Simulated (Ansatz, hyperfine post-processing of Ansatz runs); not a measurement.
# Reading the 7Li spectrum of Li2MnN2

Calculated values: DFT, r2SCAN, plane-wave PAW, default files (PAW set soft_2), collinear spin, scalar-relativistic (Ansatz), contact and point-dipole shifts scaled to 320 K with Θ = 0 K (a pure Curie law); spin-only moments, above the ordering temperature.

```xyz
10
Lattice="6.0526 0.0000 0.0000 -1.5132 2.6209 0.0000 0.0000 0.0000 5.4232" Properties=species:S:1:pos:R:3 pbc="T T T"
Mn    0.0000    0.0000    0.0000
Mn    3.0263    0.0000    0.0000
N     0.0000    1.7472    1.0781
N     3.0263    1.7472    1.0781
N     1.5131    0.8736    4.3451
N     4.5395    0.8736    4.3451
Li    0.0000    1.7472    3.5069
Li    3.0263    1.7472    3.5069
Li    1.5132    0.8736    1.9163
Li    4.5395    0.8736    1.9163
```

7Li MAS at 2.35 T (38.9 MHz), 20 kHz, 320 K; contact and dipolar shift alone, no orbital or quadrupolar part; lines under 1.5 % of the strongest are left out. NMR lines, with heights relative to the strongest:

| position (ppm) | intensity |
| --- | --- |
| -1958.9 | 1.7 |
| -1444.6 | 13 |
| -930.3 | 91 |
| -416.0 | 100 |
| 98.3 | 37 |
| 612.5 | 30 |
| 1126.8 | 6.0 |

Q: Find the isotropic shifts among the lines and assign them to the Li sites.

Sidebands are spaced by 514 ppm (the spinning rate over the resonance of 38.9 MHz). An isotropic line need not be the tallest: it is the area-weighted centre of its own family of sidebands, and the one that stays put when the rate is changed. Isotropic shifts: -416 ppm for atom 7 and the 3 atoms equivalent to it (9 Mn through links of 81° (6), 122° (3) and 174° (3)), reduced anisotropy 1377 ppm.

[Logs are printed without paths, hosts, clocks, repeated set-up lines and the standing remarks that a program may print on its own settings, such as how far it seeks lower states.]

[Hosts, paths, dates, database ids (printed as entryN), source tags and the programs' standing remarks are cut or masked in the printed files.]
